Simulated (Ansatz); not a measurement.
Planning a GW calculation on SiO2 (I-42d).

```xyz
6
Lattice="-2.3740 2.3740 3.7440 2.3740 -2.3740 3.7440 2.3740 2.3740 -3.7440" Properties=species:S:1:pos:R:3 pbc="T T T"
Si    0.0000    0.0000    0.0000
Si    0.0000    2.3740    1.8720
O     1.1870    2.9599    2.8080
O     0.5858    1.1870    0.9360
O    -1.1870    1.7882    2.8080
O    -0.5858    3.5611    0.9360
```

The cell and positions come from the Crystallography Open Database and are kept as given unless a step says otherwise.

Runs so far (Ansatz 0.2.0, start LDA, hard PAW files, 6×6×6 mesh). Times are wall times on 1 × NVIDIA H100 80GB HBM3 (shared by 3 runs) with 4 threads of AMD EPYC 7R13 (Zen 3), shared host, good to a factor of about two.

```tsv
bands summed	cutoff (eV)	gap on the mesh (eV)	time
237	110	8.944	84 s
517	190	9.184	3.1 min
866	270	9.292	5.6 min
```

**Question.** What should the next rung give, with 1435 bands and screening to 380 eV, and where is the limit?

The error falls about as one over the bands when the cutoff rises with them. A line through the two highest rungs given predicts 9.356 eV; the run gave 9.358 eV, close to it. The two highest rungs put the limit near 9.459 eV, the pair below near 9.453 eV; their difference is a rough measure of what is unsettled in bands and cutoff; the mesh is a separate error.

Gaps are over the mesh's points; an edge off the mesh would be missed. Limits: not at the basis limit.

[Paths, hosts, dates, memory and timing lines, banners, echoed tables and standing remarks are left out of the program output.]

[Logs are printed without paths, hosts, clocks, repeated set-up lines and the standing remarks that a program may print on its own settings, such as how far it seeks lower states.]

[Runs of the session that timed out or met a known fault of the program may be left out.]

[Cells called generated may have been cut or substituted from an entry of the Crystallography Open Database or the Materials Project.]

[Hosts, paths, dates, database ids (printed as entryN), source tags and the programs' standing remarks are cut or masked in the printed files.]
